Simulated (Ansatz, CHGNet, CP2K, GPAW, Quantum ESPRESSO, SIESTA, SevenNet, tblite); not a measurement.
## Generalised stacking fault on (111) (glide set) of a Ge-Si solid solution (72 atoms) in GPAW

How do the settings of GPAW change the result for generalised stacking fault on (111) (glide set) of a Ge-Si solid solution (72 atoms)? A plane-wave run serves as the yardstick.

Method: the method is named at each step, in GPAW 26.7.0.

## 1. Starting point

The cell holds 72 atoms: 51 Ge and 21 Si. Cell: a = 6.849 Å, b = 11.862 Å, c = 19.579 Å, α = 90.0°, β = 88.3°, γ = 90.0°. Diamond-structure Ge lattice (a = 5.5919 Å, the value set for the mixture), cell with z along [111], 1 x 3 x 2 periods; the third cell vector is tilted by 0.083 of 1/2[11-2] and lengthened by 0.2 Å, so the cell holds one fault (glide set); displaced by a Gaussian of 0.01 Å; 21 of 72 Ge sites given to Si at random (lattice constant by Vegard's rule between Ge and Si). Then every atom was moved at random, 0.05 Å r.m.s. a Cartesian component. The structure's axis is c.

The yardstick, on the same geometry:

| Property | Result |
| --- | --- |
| method | Kohn-Sham DFT, PBE, SSSP efficiency 1.3.0 pseudopotentials, plane waves (Quantum ESPRESSO 7.5); sssp-pbe-1.3.0-efficiency, cutoffs 45/360 Ry, Γ point |
| r.m.s. force component | 0.8454 eV/Å |
| longest force | 2.812 eV/Å |
| pressure | 3.124 GPa |
| time | 4.3 min on 4 MPI ranks of Arm Neoverse V1, shared host |
| CPU time | 17 min |

## 2. PBE, LCAO dzp, h 0.2 Å

Method: Kohn-Sham DFT, PBE, PAW, atomic orbitals (dzp).

Contents of run.py:

```python
import numpy as np
from ase.io import read
from gpaw import GPAW, FermiDirac

atoms = read("structure.xyz")
atoms.calc = GPAW(
    mode="lcao",
    basis="dzp",
    h=0.2,
    xc="PBE",
    kpts={"size": (1, 1, 1), "gamma": True},
    occupations=FermiDirac(0.05),
    maxiter=200,
    symmetry={"point_group": False},
    txt="gpaw.txt",
)
energy = atoms.get_potential_energy(force_consistent=True)
forces = atoms.get_forces()
print(f"energy {energy:.6f} eV")
print("forces (eV/A)")
for i, (a, f) in enumerate(zip(atoms, forces)):
    print(f"{i:4d} {a.symbol:2s} {f[0]:10.5f} {f[1]:10.5f} {f[2]:10.5f}")
print(f"Fermi level {atoms.calc.get_fermi_level():.4f} eV")
for k in range(len(atoms.calc.get_ibz_k_points())):
    for s in range(atoms.calc.get_number_of_spins()):
        e = atoms.calc.get_eigenvalues(kpt=k, spin=s)
        n = np.searchsorted(e, atoms.calc.get_fermi_level())
        print(f"k {k} spin {s} levels about the Fermi level:", np.round(e[max(n - 6, 0):n], 4).tolist(), "|", np.round(e[n:n + 6], 4).tolist())
```

Contents of structure.xyz:

```xyz
72
Lattice="6.84865 0.00000 0.00000 0.00000 11.86221 0.00000 0.57070 0.00000 19.57091" Properties=species:S:1:pos:R:3 pbc="T T T"
Ge 3.31142 2.03876 0.44485
Ge 3.36747 1.99048 2.83191
Ge 5.72086 1.98633 3.63960
Si 5.56179 2.01658 6.07833
Si 6.86070 11.83682 0.53996
Ge 6.77207 11.85379 2.78748
Si 2.28613 11.80041 3.60457
Ge 2.28515 11.84857 5.98518
Ge 4.57957 11.82994 6.84669
Si 4.56427 0.00854 9.24119
Si 3.43970 5.92992 0.44504
Si 3.46061 5.86444 2.73347
Ge 5.72614 5.78520 3.60222
Ge 5.76987 5.92470 6.08812
Si 6.82199 3.91821 0.36324
Ge 6.78443 3.85605 2.84952
Ge 2.28372 3.92544 3.59459
Si 2.25587 3.98701 6.06855
Ge 4.55367 3.94620 6.81322
Si 4.54331 3.95747 9.28581
Ge 1.12656 2.01527 6.83064
Ge 1.11909 2.03022 9.36448
Si 3.34673 2.00092 10.10603
Si 3.42897 1.96284 12.57862
Ge 5.72282 1.91254 13.25616
Si 5.72074 2.00365 15.75889
Ge 6.87787 11.81025 10.08646
Ge 6.80173 0.09063 12.44260
Si 2.22549 11.77858 13.31507
Ge 2.23458 11.80266 15.70977
Ge 4.64325 0.05812 16.55073
Si 4.58421 0.02954 19.03525
Ge 3.37271 9.88051 0.42136
Si 3.44736 9.91479 2.91059
Ge 5.77265 9.86639 3.65663
Ge 5.70756 9.91704 6.11454
Ge 6.83386 7.97259 0.48614
Ge 6.89312 8.04744 2.77692
Ge 2.27153 7.89620 3.61338
Ge 2.35906 7.88362 6.05602
Ge 4.64486 7.85456 6.82144
Ge 4.59009 7.86251 9.23669
Ge 1.16392 6.00857 6.89757
Ge 1.15708 5.84071 9.28385
Ge 3.38905 5.94273 10.12697
Ge 3.47006 6.01853 12.47763
Ge 5.68718 5.92150 13.34227
Ge 5.73447 5.95186 15.71759
Si 6.90145 3.97194 10.09879
Si 6.78356 3.97930 12.50542
Ge 2.29467 3.97752 13.28708
Ge 2.34226 3.98879 15.67747
Ge 4.64762 3.98582 16.57382
Ge 4.60764 3.99175 18.94621
Ge 1.15103 2.01919 16.59926
Ge 1.13078 2.00270 18.91568
[... 12 atom lines left out ...]
Si 1.08453 5.85471 16.49573
Si 1.18320 5.95874 18.94934
Ge 1.13906 9.87920 16.62999
Si 1.03986 9.89261 18.93309
```

Launch:

```sh
$ OMP_NUM_THREADS=1 python run.py > output.txt
```

Log:

```text
energy -316.993126 eV
forces (eV/A)
   0 Ge   -1.34297   -0.83507   -0.48158
   1 Ge    0.76527   -1.36843    0.25962
   2 Ge   -1.69310   -1.15929    1.17074
   3 Si    1.82075   -1.04697   -0.66558
   4 Si   -0.99536    0.25786   -2.42590
   5 Ge    1.46232    0.08593    1.23036
   6 Si   -0.64535    0.64849   -0.23450
   7 Ge   -0.32003   -0.51381    0.23427
   8 Ge   -0.79922    1.15278    0.56529
   9 Si   -0.11607    0.41880    0.58092
  10 Si   -1.60908    0.04302   -0.22161
  11 Si   -0.19435    0.62101    0.75698
  12 Ge   -0.62620    2.43918    0.30206
  13 Ge    0.17737   -0.81204   -1.08979
  14 Si   -1.50078    1.56221    0.75087
  15 Ge    1.85904    0.57396   -1.87066
  16 Ge   -0.76838    1.06243    0.99467
  17 Si    0.35193    0.36364   -0.63006
  18 Ge   -1.11196    0.71328    1.13265
  19 Si    0.81966   -0.39667    0.21654
  20 Ge   -0.94960   -0.11879    0.33497
  21 Ge    0.28499   -0.63952   -0.92603
  22 Si    1.22333   -0.33634    0.60427
  23 Si   -0.38002   -0.68136   -0.93483
[...]
64 Ge   -0.11869   -0.23863    0.84835
  65 Ge   -0.57398   -1.16298   -0.43561
  66 Ge    0.03948    1.02878    1.43897
  67 Si    1.51427   -0.11175   -1.12075
  68 Si    0.84060    1.04965    1.03946
  69 Si    1.07987   -0.58050   -0.20611
  70 Ge   -0.83097   -0.18242   -0.38318
  71 Si    1.06951    1.01106    0.89961
Fermi level 6.1657 eV
k 0 spin 0 levels about the Fermi level: [5.3336, 5.4542, 5.5151, 5.605, 5.7319, 6.0731] | [6.3003, 6.3098, 6.387, 6.4253, 6.4781, 6.6624]
```

gpaw.txt:

```text
Input parameters:
  mode=LCAO(),
  basis={'default': 'dzp'},
  h=0.2,
  kpts=MonkhorstPack(size=(1, 1, 1), gamma=True),
  maxiter=200,
  occupations=Occupations(name='fermi-dirac', width=0.05, fixmagmom=False),
  symmetry=Symmetry(point_group=False),
  xc=XC(name='PBE')
Unit cell  # Å
| periodic |        x |         y |         z |   lengths |    angles |
|----------|----------|-----------|-----------|-----------|-----------|
|      yes | 6.848650 |  0.000000 |  0.000000 |  6.848650 | 90.000000 |
|      yes | 0.000000 | 11.862210 |  0.000000 | 11.862210 | 88.329693 |
|      yes | 0.570700 |  0.000000 | 19.570910 | 19.579229 | 90.000000 |
Number of symmetries: 1
Symmetry operations  # r_c * U_cc + t_c -> r_c
|   | kind |            matrix            |
|---|------|------------------------------|
| 0 |  E   |  1, 0, 0,  0, 1, 0,  0, 0, 1 |
BZ-sampling:
  Number of BZ points: 1
  Number of IBZ points: 1
  Monkhorst-Pack size: [1, 1, 1]
  Monkhorst-Pack shift: [0, 0, 0]
[... lines left out ...]
  Fermi-Dirac:
[... lines left out ...]
    Stencil: 8*3+1=25 point O(h^6) finite-difference Laplacian
xc functional:
  name: PBE with 2 nearest neighbor stencil
interpolation: tri-quintic # 5. degree polynomial
Initialization done in: 10.595 s
convergence criteria:
- Maximum [total energy] change in last 3 cyles: 0.0005 eV / valence electron
- Maximum integral of absolute [dens]ity change: 0.0001 electrons / valence electron
- Maximum integral of absolute [eigenst]ate change: 4e-08 eV^2 / valence electron
maximum number of iterations: 200
SCF iterations
|iter     |      energy | eigst |  dens |
|---------|-------------|-------|-------|
|iter:   1| -317.198259 |      c|       |
|iter:   2| -317.119056 |      c| -0.96 |
|iter:   3| -379.581650 |      c| -0.98 |
|iter:   4| -645.805250 |      c| -0.73 |
[...]
|iter:  12| -316.987139 |      c| -1.78 |
|iter:  13| -317.005311 |      c| -2.03 |
|iter:  14| -317.055603c|      c| -2.33 |
|iter:  15| -316.946863c|      c| -2.25 |
|iter:  16| -316.947223c|      c| -2.75 |
[...]
|iter:  20| -316.945261c|      c| -3.40 |
|iter:  21| -316.945407c|      c| -3.67 |
|iter:  22| -316.945332c|      c| -4.19c|
Converged in 22 steps
SCF loop duration: 306.554 s (13.934 s/step)
Energy contributions relative to reference atoms: (reference = -3077592.759732)
Energy contributions:
  Kinetic:        1033.972174
  Coulomb:        -914.519870
  Zero:              0.551888
  External:          0.000000
  Xc:             -436.901730
  Entropy:          -0.095588
  Spinorbit:         0.000000
  ----------------------------
  Free energy:    -316.993126
  Extrapolated:   -316.945332
dipole moment: (124.764330, 137.710929, -46.002171)  # |e|*Ang
Fermi level: 6.166
Eigenvalues  # (at kpt = [0.000, 0.000, 0.000])
| band index |      eig [eV] | occ [0-2] |
|------------|---------------|-----------|
|          0 |        -6.970 |     2.000 |
|        ... |               |           |
|        136 |         5.123 |     2.000 |
|        137 |         5.311 |     2.000 |
[...]
|        151 |         6.770 |     0.000 |
|        ... |               |           |
|        176 |         8.574 |     0.000 |
Gap: 0.227 eV
Transition (v -> c):
  (s=0, k=0, n=143, [0.00, 0.00, 0.00]) -> (s=0, k=0, n=144, [0.00, 0.00, 0.00])
No difference between direct/indirect transitions
Force computation time: 30.993  # s
timing:  # [seconds]
  Total:  348.169  # ━━━━━━━━━━━━━━━━━━━━━━━━━━━━━━━━━━━━━━━━━━━━━━━━━━━━━━━━
  Init:    10.594  # ━╸
  SCF:    306.554  # ━━━━━━━━━━━━━━━━━━━━━━━━━━━━━━━━━━━━━━━━━━━━━━━━━╸
  Forces:  30.993  # ━━━━━
```

The job ended after 5.8 min (1 thread of Arm Neoverse V1, shared host; peak memory 1.6 GiB).

Banners, paths, timers and routine set-up lines are dropped from the logs unmarked, and long logs keep their key lines alone; longer cuts are marked.

Numbers from this run, and their distance from the reference:

- r.m.s. force component: 0.9096 eV/Å
- r.m.s. difference of force components: 69.62 meV/Å
- longest difference of force vectors: 225.8 meV/Å
- force difference over r.m.s. force: 8.235 %
- slope of forces against the reference's: 1.075
- correlation of force components: 0.9995

Length of the force difference by element (eV/Å):

```csv
element,atoms,mean,most
Ge,51,0.11,0.21
Si,21,0.12,0.23
```

Local excerpt of 9 atoms (numbers count through the whole input) about Ge25, which bears the longest force; x, y, z are measured from there.

```csv
atom,x,y,z,distance (Å),bonds,Fx,Fy,Fz (eV/Å)
Ge25,0.00,0.00,0.00,0.00,4,-1.18,2.33,1.51
Ge28,1.08,-1.82,-0.81,2.27,4,1.78,-2.20,0.21
Si24,-2.29,0.05,-0.68,2.39,4,-0.38,-0.68,-0.93
Si50,1.06,2.07,-0.75,2.44,4,0.96,-0.53,-0.57
Si26,0.00,0.09,2.50,2.50,4,0.76,0.13,-0.66
Ge61,0.09,-3.89,0.12,3.90,4,-0.79,0.43,-0.42
Si29,3.35,-2.00,0.06,3.90,4,-0.44,1.97,-0.02
Ge27,1.16,-1.96,-3.17,3.90,4,-1.33,1.13,-0.63
Ge31,-1.08,-1.85,3.29,3.93,4,-1.20,0.08,0.83
```

Atoms are counted from 1 here, from 0 in the log.

Forces lie 8.2 % from the reference's, at 0.34 times its CPU time (on 1 against 4 cores).

## 3. PBE, LCAO szp(dzp), h 0.2 Å

Method: Kohn-Sham DFT, PBE, PAW, atomic orbitals (szp(dzp)).

Edit run.py of step 2 so:

```diff
@@ -7,3 +7,3 @@
     mode="lcao",
-    basis="dzp",
+    basis="szp(dzp)",
     h=0.2,
```

structure.xyz is that of step 2.

Log:

```text
energy -303.642869 eV
forces (eV/A)
   0 Ge   -1.66683   -0.83518   -0.38079
   1 Ge    0.84482   -1.47961    0.33937
   2 Ge   -1.81435   -1.27599    1.30309
   3 Si    1.93966   -1.12548   -0.69581
   4 Si   -1.15565    0.29926   -2.45376
   5 Ge    1.52754    0.12331    1.39726
   6 Si   -0.73794    0.68565   -0.28250
   7 Ge   -0.40009   -0.59694    0.33977
   8 Ge   -0.88814    1.21222    0.58579
   9 Si   -0.14917    0.46695    0.68065
  10 Si   -1.90165    0.03616   -0.12873
  11 Si   -0.21665    0.67878    0.87193
[...]
67 Si    1.78845   -0.09106   -1.32786
  68 Si    0.94248    1.11386    1.04610
  69 Si    1.36254   -0.58836   -0.33629
  70 Ge   -0.88188   -0.20577   -0.49434
  71 Si    1.22910    1.10712    0.82239
Fermi level 5.9539 eV
k 0 spin 0 levels about the Fermi level: [5.0954, 5.2207, 5.2298, 5.3335, 5.463, 5.8436] | [6.0844, 6.1404, 6.2038, 6.3228, 6.3929, 6.5276]
```

gpaw.txt:

```text
Input parameters:
  mode=LCAO(),
  basis={'default': 'szp(dzp)'},
  h=0.2,
  kpts=MonkhorstPack(size=(1, 1, 1), gamma=True),
  maxiter=200,
  occupations=Occupations(name='fermi-dirac', width=0.05, fixmagmom=False),
  symmetry=Symmetry(point_group=False),
  xc=XC(name='PBE')
[... lines left out ...]
  Fermi-Dirac:
[... lines left out ...]
convergence criteria:
- Maximum [total energy] change in last 3 cyles: 0.0005 eV / valence electron
[... lines left out ...]
Converged in 18 steps
[... lines left out ...]
  Free energy:    -303.642869
[... lines left out ...]
Fermi level: 5.954
[... lines left out ...]
|          0 |        -7.236 |     2.000 |
|        ... |               |           |
|        136 |         4.853 |     2.000 |
|        137 |         5.054 |     2.000 |
[...]
|        151 |         6.768 |     0.000 |
|        ... |               |           |
|        176 |         8.528 |     0.000 |
Gap: 0.241 eV
Transition (v -> c):
  (s=0, k=0, n=143, [0.00, 0.00, 0.00]) -> (s=0, k=0, n=144, [0.00, 0.00, 0.00])
No difference between direct/indirect transitions
Force computation time: 23.802  # s
timing:  # [seconds]
  Total:  232.406  # ━━━━━━━━━━━━━━━━━━━━━━━━━━━━━━━━━━━━━━━━━━━━━━━━━━━━━━━━
  Init:     9.988  # ━━╸
  SCF:    198.589  # ━━━━━━━━━━━━━━━━━━━━━━━━━━━━━━━━━━━━━━━━━━━━━━━━
  Forces:  23.803  # ━━━━━╸
```

Wall time 3.9 min (1 thread); peak memory 1.6 GiB.

Numbers from this run, and their distance from the reference:

- r.m.s. force component: 0.9975 eV/Å
- r.m.s. difference of force components: 170 meV/Å
- longest difference of force vectors: 561.4 meV/Å
- force difference over r.m.s. force: 20.11 %
- slope of forces against the reference's: 1.176
- correlation of force components: 0.9966

This is a coarse setting, run to see what it loses.

Against the first run (8.2 %), the force difference from the reference is 20 %, at 0.67 times the CPU time, with 648 basis functions against 936: the smaller basis costs accuracy.

## 4. PBE, LCAO dzp, h 0.16 Å

Method: Kohn-Sham DFT, PBE, PAW, atomic orbitals (dzp).

Edit run.py of step 3 so:

```diff
@@ -7,4 +7,4 @@
     mode="lcao",
-    basis="szp(dzp)",
-    h=0.2,
+    basis="dzp",
+    h=0.16,
     xc="PBE",
```

structure.xyz is that of step 3.

Log:

```text
energy -317.364319 eV
forces (eV/A)
   0 Ge   -1.31786   -0.84162   -0.48729
   1 Ge    0.79700   -1.36724    0.27250
   2 Ge   -1.68879   -1.15705    1.18407
   3 Si    1.83154   -1.04562   -0.65847
   4 Si   -0.99558    0.25899   -2.42446
   5 Ge    1.48606    0.08445    1.23850
[...]
69 Si    1.08095   -0.57887   -0.20689
  70 Ge   -0.83442   -0.18564   -0.37150
  71 Si    1.06768    1.00928    0.89980
Fermi level 6.1653 eV
k 0 spin 0 levels about the Fermi level: [5.3335, 5.4541, 5.5151, 5.6051, 5.7319, 6.0727] | [6.3, 6.3095, 6.3866, 6.4246, 6.4776, 6.6622]
```

gpaw.txt:

```text
Input parameters:
  mode=LCAO(),
  basis={'default': 'dzp'},
  h=0.16,
  kpts=MonkhorstPack(size=(1, 1, 1), gamma=True),
  maxiter=200,
  occupations=Occupations(name='fermi-dirac', width=0.05, fixmagmom=False),
[... lines left out ...]
  Fermi-Dirac:
[... lines left out ...]
convergence criteria:
- Maximum [total energy] change in last 3 cyles: 0.0005 eV / valence electron
[... lines left out ...]
Converged in 22 steps
[... lines left out ...]
  Free energy:    -317.364319
[... lines left out ...]
Fermi level: 6.165
[... lines left out ...]
|        ... |               |           |
|        176 |         8.574 |     0.000 |
Gap: 0.227 eV
Transition (v -> c):
  (s=0, k=0, n=143, [0.00, 0.00, 0.00]) -> (s=0, k=0, n=144, [0.00, 0.00, 0.00])
No difference between direct/indirect transitions
Force computation time: 56.869  # s
timing:  # [seconds]
  Total:  640.997  # ━━━━━━━━━━━━━━━━━━━━━━━━━━━━━━━━━━━━━━━━━━━━━━━━━━━━━━━━
  Init:    24.967  # ━━
  SCF:    559.132  # ━━━━━━━━━━━━━━━━━━━━━━━━━━━━━━━━━━━━━━━━━━━━━━━━━
  Forces:  56.869  # ━━━━━
```

It took 11 min on 1 thread; peak memory 3.1 GiB.

Against the reference:

| Quantity | Value |
| --- | --- |
| r.m.s. force component | 0.9098 eV/Å |
| r.m.s. difference of force components | 69.33 meV/Å |
| longest difference of force vectors | 219.3 meV/Å |
| force difference over r.m.s. force | 8.2 % |
| slope of forces against the reference's | 1.076 |
| correlation of force components | 0.9996 |
| energy less the same-level run's | -5.155 meV/atom |
| r.m.s. force difference from the same-level run | 11.96 meV/Å |

Against the first run (8.2 %), the force difference from the reference is 8.2 %, at 1.8 times the CPU time: the change moves forces by 12 meV/Å r.m.s., so most of the difference comes from elsewhere.

## 5. PBE, LCAO sz(dzp), h 0.2 Å

Method: Kohn-Sham DFT, PBE, PAW, atomic orbitals (sz(dzp)).

Edit run.py of step 4 so:

```diff
@@ -7,4 +7,4 @@
     mode="lcao",
-    basis="dzp",
-    h=0.16,
+    basis="sz(dzp)",
+    h=0.2,
     xc="PBE",
```

structure.xyz is that of step 4.

Log:

```text
energy -288.877237 eV
forces (eV/A)
   0 Ge   -2.00807   -0.59326   -0.15165
   1 Ge    1.02199   -1.34137    0.19429
   2 Ge   -1.85950   -1.41973    1.10580
   3 Si    2.14073   -1.25600   -0.80097
   4 Si   -1.36175    0.67842   -2.39223
   5 Ge    1.37826    0.16343    1.80058
   6 Si   -1.05257    1.08599   -0.16832
   7 Ge   -0.41214   -0.63309    0.71977
   8 Ge   -1.08447    1.04004    0.43796
   9 Si   -0.02850    0.38426    0.64860
  10 Si   -2.28237   -0.40034   -0.08149
  11 Si   -0.33152    0.77621    1.23635
  12 Ge   -0.27173    2.92082    0.50631
  13 Ge    0.23849   -0.95919   -1.26638
  14 Si   -2.15692    1.57989    1.47589
  15 Ge    2.13394    0.62673   -1.98701
  16 Ge   -1.05465    1.02221    1.09824
  17 Si    0.41347    0.54530   -0.80652
  18 Ge   -1.15687    1.20847    1.35497
  19 Si    0.91165   -0.21651    0.01543
  20 Ge   -1.07527   -0.48354    0.65354
  21 Ge    0.09446   -1.09025   -1.37908
  22 Si    1.23983   -0.46888    0.68629
  23 Si   -0.33293   -0.66020   -0.92007
[...]
64 Ge   -0.12629   -0.28108    1.02014
  65 Ge   -0.66348   -1.13103   -0.66846
  66 Ge    0.13664    1.16345    1.45397
  67 Si    2.26398    0.33473   -1.89304
  68 Si    1.04071    1.24034    0.94101
  69 Si    1.67468   -0.30760   -0.43855
  70 Ge   -0.90193   -0.24285   -0.81819
  71 Si    1.58156    0.94004    0.51798
Fermi level 6.0641 eV
k 0 spin 0 levels about the Fermi level: [5.1963, 5.351, 5.366, 5.4698, 5.6152, 6.0072] | [6.1232, 6.3113, 6.4139, 6.6348, 6.7958, 6.8711]
```

gpaw.txt:

```text
Input parameters:
  mode=LCAO(),
  basis={'default': 'sz(dzp)'},
  h=0.2,
  kpts=MonkhorstPack(size=(1, 1, 1), gamma=True),
  maxiter=200,
  occupations=Occupations(name='fermi-dirac', width=0.05, fixmagmom=False),
  symmetry=Symmetry(point_group=False),
  xc=XC(name='PBE')
Unit cell  # Å
| periodic |        x |         y |         z |   lengths |    angles |
[... lines left out ...]
  Fermi-Dirac:
[... lines left out ...]
convergence criteria:
- Maximum [total energy] change in last 3 cyles: 0.0005 eV / valence electron
[... lines left out ...]
Converged in 17 steps
[... lines left out ...]
  Free energy:    -288.877237
  Extrapolated:   -288.819740
dipole moment: (124.477552, 138.237301, -44.343660)  # |e|*Ang
Fermi level: 6.064
Eigenvalues  # (at kpt = [0.000, 0.000, 0.000])
| band index |      eig [eV] | occ [0-2] |
|------------|---------------|-----------|
|          0 |        -7.271 |     2.000 |
|        ... |               |           |
|        136 |         4.942 |     2.000 |
|        137 |         5.152 |     2.000 |
[...]
|        151 |         7.019 |     0.000 |
|        ... |               |           |
|        176 |         9.028 |     0.000 |
Gap: 0.116 eV
Transition (v -> c):
  (s=0, k=0, n=143, [0.00, 0.00, 0.00]) -> (s=0, k=0, n=144, [0.00, 0.00, 0.00])
No difference between direct/indirect transitions
Force computation time: 6.695  # s
timing:  # [seconds]
  Total:  85.308  # ━━━━━━━━━━━━━━━━━━━━━━━━━━━━━━━━━━━━━━━━━━━━━━━━━━━━━━━━━
  Init:    8.876  # ━━━━━━
  SCF:    69.711  # ━━━━━━━━━━━━━━━━━━━━━━━━━━━━━━━━━━━━━━━━━━━━━━╸
  Forces:  6.695  # ━━━━╸
```

It took 87 s on 1 thread; peak memory 1.2 GiB.

Compared with the plane-wave run:

```
r.m.s. force component                  : 1.078 eV/Å
r.m.s. difference of force components   : 316.9 meV/Å
longest difference of force vectors     : 1280 meV/Å
force difference over r.m.s. force      : 37.49 %
slope of forces against the reference's : 1.243
correlation of force components         : 0.9746
```

This is a coarse setting, run to see what it loses.

Against the first run (8.2 %), the force difference from the reference is 37 %, at 0.25 times the CPU time, with 288 basis functions against 936: the smaller basis costs accuracy.

[end of part 1 of 2]

[Also dropped from logs without a mark: logging warnings of Python, and SIESTA's first energy breakdown and zero terms.]

[Logs are printed without paths, hosts, clocks, repeated set-up lines and the standing remarks that a program may print on its own settings, such as how far it seeks lower states.]

[Hosts, paths, dates, database ids (printed as entryN), source tags and the programs' standing remarks are cut or masked in the printed files.]
